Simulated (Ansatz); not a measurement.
# Phonons of YHSe (P-6m2) against volume, part 3 of 3

Aim: how the phonons of YHSe (P-6m2) shift with volume, and the thermal expansion that follows.

Ansatz 0.2.0; DFT LDA, scalar-relativistic, plane waves, PAW.

So far, highest frequency on the path or at a solved wavevector (cm⁻¹): step 2 (response at finite wavevector) 1228; step 4 (phonons at the other volume, volume ratio 0.97) 1271; step 6 (phonons at the other volume, volume ratio 1.03) 1187.

### Step 7. Grüneisen parameters

The Grüneisen parameter of a mode is minus the logarithmic change of its frequency with volume, −d ln ω / d ln V; weighted by heat capacity it gives the expansion.

This step gave:

- bulk modulus: 97.1 GPa
- gap deformation potential: 0.07 eV

The phonon branches at the labelled points (cm⁻¹):

| point | branch 1 | branch 2 | branch 3 | branch 4 | branch 5 | branch 6 | branch 7 | branch 8 | branch 9 |
| --- | --- | --- | --- | --- | --- | --- | --- | --- | --- |
| Γ | 0 | 0 | 0 | 197 | 216 | 218 | 706 | 1141 | 1228 |
| halfway | 80 | 88 | 130 | 192 | 205 | 221 | 710 | 1145 | 1226 |
| M | 120 | 140 | 175 | 180 | 183 | 234 | 718 | 1141 | 1215 |
| halfway | 135 | 146 | 172 | 180 | 189 | 226 | 720 | 1147 | 1200 |
| K | 150 | 158 | 168 | 171 | 208 | 209 | 723 | 1157 | 1180 |
| halfway | 95 | 100 | 141 | 193 | 202 | 220 | 712 | 1147 | 1220 |
| Γ | 0 | 0 | 0 | 197 | 216 | 218 | 706 | 1141 | 1228 |
| halfway | 76 | 76 | 120 | 182 | 182 | 250 | 734 | 1154 | 1154 |
| A | 135 | 135 | 143 | 143 | 198 | 217 | 732 | 1167 | 1167 |
| halfway | 140 | 147 | 151 | 155 | 201 | 212 | 721 | 1159 | 1180 |
| L | 131 | 159 | 160 | 161 | 210 | 217 | 711 | 1154 | 1186 |
| halfway | 131 | 152 | 160 | 180 | 210 | 212 | 708 | 1157 | 1186 |
| H | 130 | 152 | 162 | 199 | 201 | 209 | 706 | 1159 | 1185 |
| halfway | 138 | 146 | 153 | 163 | 202 | 211 | 719 | 1159 | 1182 |
| A | 135 | 135 | 143 | 143 | 198 | 217 | 732 | 1167 | 1167 |
| jump to L | 131 | 159 | 160 | 161 | 210 | 217 | 711 | 1154 | 1186 |
| halfway | 134 | 136 | 168 | 177 | 199 | 222 | 713 | 1148 | 1200 |
| M | 120 | 140 | 175 | 180 | 183 | 234 | 718 | 1141 | 1215 |
| jump to H | 130 | 152 | 162 | 199 | 201 | 209 | 706 | 1159 | 1185 |
| halfway | 138 | 155 | 165 | 195 | 200 | 206 | 715 | 1159 | 1181 |
| K | 150 | 158 | 168 | 171 | 208 | 209 | 723 | 1157 | 1180 |

The same for volume x 0.97:

| point | branch 1 | branch 2 | branch 3 | branch 4 | branch 5 | branch 6 | branch 7 | branch 8 | branch 9 |
| --- | --- | --- | --- | --- | --- | --- | --- | --- | --- |
| Γ | 0 | 0 | 0 | 207 | 226 | 231 | 705 | 1188 | 1271 |
| M | 122 | 148 | 181 | 192 | 195 | 244 | 719 | 1188 | 1258 |
| K | 153 | 168 | 175 | 181 | 216 | 222 | 724 | 1204 | 1224 |
| Γ | 0 | 0 | 0 | 207 | 226 | 231 | 705 | 1188 | 1271 |
| A | 143 | 143 | 150 | 150 | 207 | 226 | 732 | 1214 | 1214 |
| L | 133 | 166 | 166 | 168 | 224 | 231 | 711 | 1201 | 1232 |
| H | 132 | 155 | 169 | 210 | 214 | 222 | 706 | 1207 | 1228 |
| A | 143 | 143 | 150 | 150 | 207 | 226 | 732 | 1214 | 1214 |
| L | 133 | 166 | 166 | 168 | 224 | 231 | 711 | 1201 | 1232 |
| M | 122 | 148 | 181 | 192 | 195 | 244 | 719 | 1188 | 1258 |
| H | 132 | 155 | 169 | 210 | 214 | 222 | 706 | 1207 | 1228 |
| K | 153 | 168 | 175 | 181 | 216 | 222 | 724 | 1204 | 1224 |

The same for volume x 1.03:

| point | branch 1 | branch 2 | branch 3 | branch 4 | branch 5 | branch 6 | branch 7 | branch 8 | branch 9 |
| --- | --- | --- | --- | --- | --- | --- | --- | --- | --- |
| Γ | 0 | 0 | 0 | 187 | 202 | 210 | 705 | 1096 | 1187 |
| M | 118 | 132 | 168 | 169 | 172 | 225 | 717 | 1095 | 1173 |
| K | 147 | 149 | 161 | 161 | 197 | 200 | 721 | 1112 | 1137 |
| Γ | 0 | 0 | 0 | 187 | 202 | 210 | 705 | 1096 | 1187 |
| A | 127 | 127 | 136 | 136 | 190 | 208 | 732 | 1122 | 1122 |
| L | 130 | 152 | 153 | 156 | 198 | 203 | 710 | 1109 | 1143 |
| H | 129 | 148 | 155 | 185 | 192 | 196 | 705 | 1114 | 1144 |
| A | 127 | 127 | 136 | 136 | 190 | 208 | 732 | 1122 | 1122 |
| L | 130 | 152 | 153 | 156 | 198 | 203 | 710 | 1109 | 1143 |
| M | 118 | 132 | 168 | 169 | 172 | 225 | 717 | 1095 | 1173 |
| H | 129 | 148 | 155 | 185 | 192 | 196 | 705 | 1114 | 1144 |
| K | 147 | 149 | 161 | 161 | 197 | 200 | 721 | 1112 | 1137 |

The first set of phonon branches as a text plot (rows in cm⁻¹):

```
   1245 |*****          ****
   1192 |     **********         ********************************
   1139 |************************  ***************** ************
   1086 |
   1033 |
    980 |
    927 |
    874 |
    821 |
    768 |
    715 |********************************************************
    662 |
    609 |
    556 |
    503 |
    450 |
    397 |
    344 |
    291 |
    238 |***************************** ****      **********
    185 |********************************************************
    132 |  **************      * ********************************
     79 | ****          ***   ***
     26 |**               ****
         Γ     M    K       Γ     A     L    H      A|L   M|H   K
```

Mode Grueneisen parameter -dln(w)/dln(V), modes matched by rank; at Γ the acoustic branches take the value of a neighbouring point of the path. The mode Grüneisen parameters at the labelled points ():

| point | branch 1 | branch 2 | branch 3 | branch 4 | branch 5 | branch 6 | branch 7 | branch 8 | branch 9 |
| --- | --- | --- | --- | --- | --- | --- | --- | --- | --- |
| Γ | 0.96 | 1.81 | 1.32 | 1.69 | 1.88 | 1.58 | 0.01 | 1.36 | 1.14 |
| halfway | 0.90 | 1.84 | 1.33 | 1.79 | 2.16 | 1.26 | 0.03 | 1.35 | 1.15 |
| M | 0.62 | 1.86 | 1.28 | 2.11 | 2.11 | 1.32 | 0.05 | 1.36 | 1.17 |
| halfway | 0.67 | 1.92 | 1.31 | 2.05 | 1.96 | 1.40 | 0.05 | 1.34 | 1.20 |
| K | 0.68 | 2.06 | 1.42 | 1.92 | 1.51 | 1.71 | 0.06 | 1.32 | 1.23 |
| halfway | 0.88 | 1.85 | 1.32 | 1.83 | 2.14 | 1.27 | 0.03 | 1.34 | 1.16 |
| Γ | 1.00 | 1.81 | 1.35 | 1.69 | 1.88 | 1.58 | 0.01 | 1.36 | 1.14 |
| halfway | 1.82 | 1.82 | 1.34 | 1.71 | 1.71 | 1.41 | 0.01 | 1.34 | 1.34 |
| A | 1.97 | 1.97 | 1.58 | 1.58 | 1.39 | 1.37 | 0.00 | 1.32 | 1.32 |
| halfway | 0.93 | 1.75 | 1.50 | 1.07 | 2.07 | 1.78 | 0.01 | 1.34 | 1.28 |
| L | 0.48 | 1.44 | 1.33 | 1.28 | 2.06 | 2.12 | 0.01 | 1.33 | 1.24 |
| halfway | 0.45 | 0.88 | 1.46 | 1.71 | 2.08 | 2.05 | 0.01 | 1.33 | 1.21 |
| H | 0.41 | 0.74 | 1.45 | 2.12 | 1.76 | 2.12 | 0.00 | 1.34 | 1.18 |
| halfway | 0.78 | 1.31 | 1.49 | 1.37 | 2.13 | 1.86 | 0.01 | 1.34 | 1.27 |
| A | 1.97 | 1.97 | 1.58 | 1.58 | 1.39 | 1.37 | 0.00 | 1.32 | 1.32 |
| jump to L | 0.48 | 1.44 | 1.33 | 1.28 | 2.06 | 2.12 | 0.01 | 1.33 | 1.24 |
| halfway | 0.97 | 0.89 | 1.59 | 1.90 | 1.97 | 1.68 | 0.03 | 1.34 | 1.21 |
| M | 0.62 | 1.86 | 1.28 | 2.11 | 2.11 | 1.32 | 0.05 | 1.36 | 1.17 |
| jump to H | 0.41 | 0.74 | 1.45 | 2.12 | 1.76 | 2.12 | 0.00 | 1.34 | 1.18 |
| halfway | 0.93 | 1.02 | 1.16 | 2.05 | 1.97 | 1.80 | 0.03 | 1.33 | 1.21 |
| K | 0.68 | 2.06 | 1.42 | 1.92 | 1.51 | 1.71 | 0.06 | 1.32 | 1.23 |

The mode Grüneisen parameters as a text plot (rows in , shown from 0.0 to 2.1 only):

```
   2.11 |    *****    **  *          ************    *    ****
   2.02 | *   *  *****            *    *** ** ** *   *** **   *
   1.93 |*       *** ***   *      ***        *  *  **   **     *
   1.84 |********    *  **********    *     *     *    *  *   * *
   1.75 |  **       *   **     **  * *     *  *  *         * ** *
   1.66 |**        *      *****  *  * *   *    *  *   * **  *   *
   1.57 |*          *      *      ***            *****  *      *
   1.48 |                         ** ************* **  * *     **
   1.39 |*************  ***********     **        * **  ***** *
   1.30 |** *************   ****************************  *******
   1.21 |  *   ***********          *  **********    ************
   1.12 |******         ****                    *    * **    **
   1.03 |                  *         ***         *
   0.94 |****           ***          *    *    *             **
   0.85 |    *         *                   *  *         *      *
   0.76 |     *      **               *     **           * ***
   0.67 |      * ****                           *      *  *     *
   0.58 |       *                      *
   0.49 |                               ***   **     **     *
   0.40 |                                  ***             *
   0.31 |
   0.22 |
   0.13 |
   0.04 |********************************************************
         Γ     M    K       Γ     A     L    H      A|L   M|H   K
```

(dS/dlnV)/C_V. Thermodynamic Grueneisen parameter against temperature:

| temperature (K) | thermodynamic Grueneisen parameter |
| --- | --- |
| 50 | 1.34 |
| 100 | 1.45 |
| 150 | 1.47 |
| 200 | 1.45 |
| 250 | 1.42 |
| 300 | 1.40 |
| 350 | 1.38 |
| 400 | 1.36 |
| 450 | 1.35 |
| 500 | 1.34 |
| 550 | 1.33 |
| 600 | 1.32 |
| 650 | 1.32 |
| 700 | 1.31 |
| 750 | 1.31 |
| 800 | 1.31 |
| 850 | 1.31 |
| 900 | 1.30 |
| 950 | 1.30 |
| 1000 | 1.30 |

Gamma C_V/(B V) at the static volume. Table of volume expansion by temperature:

| temperature (K) | volume expansion (1e-6/K) |
| --- | --- |
| 50 | 5.57 |
| 100 | 16.7 |
| 150 | 21.8 |
| 200 | 24.1 |
| 250 | 25.6 |
| 300 | 26.8 |
| 350 | 27.8 |
| 400 | 28.7 |
| 450 | 29.5 |
| 500 | 30.1 |
| 550 | 30.7 |
| 600 | 31.2 |
| 650 | 31.7 |
| 700 | 32.1 |
| 750 | 32.4 |
| 800 | 32.7 |
| 850 | 32.9 |
| 900 | 33.1 |
| 950 | 33.3 |
| 1000 | 33.5 |

### Step 8. Results

```yaml
bulk_modulus: 97.1 GPa
gap_deformation_potential: 0.07 eV
thermodynamic_grueneisen_parameter_at_300_k: 1.395
volume_expansion_at_300_k_estimated: 26.76 × 10⁻⁶ K⁻¹
```

By this estimate the volume grows by 26.8 × 10⁻⁶ per kelvin at 300 K. Without the field, the highest optical mode at Γ goes from 1188 to 1096 cm⁻¹ as the cell grows, a Grüneisen parameter of 1.36. Mode parameters on the path run from 0 to 2.3, with a median of 1.4. Branches are matched by rank, so values near crossings are rough. The expansion is the Grüneisen estimate at the static volume, with the static bulk modulus. With the field response the log warns that the k mesh is coarse for the force constants too, so the frequencies may not be converged. The program warns that the interpolation holds no quadrupole term, so branches close to Γ can be off in this crystal.

[Logs are printed without paths, hosts, clocks, repeated set-up lines and the standing remarks that a program may print on its own settings, such as how far it seeks lower states.]

[Hosts, paths, dates, database ids (printed as entryN), source tags and the programs' standing remarks are cut or masked in the printed files.]
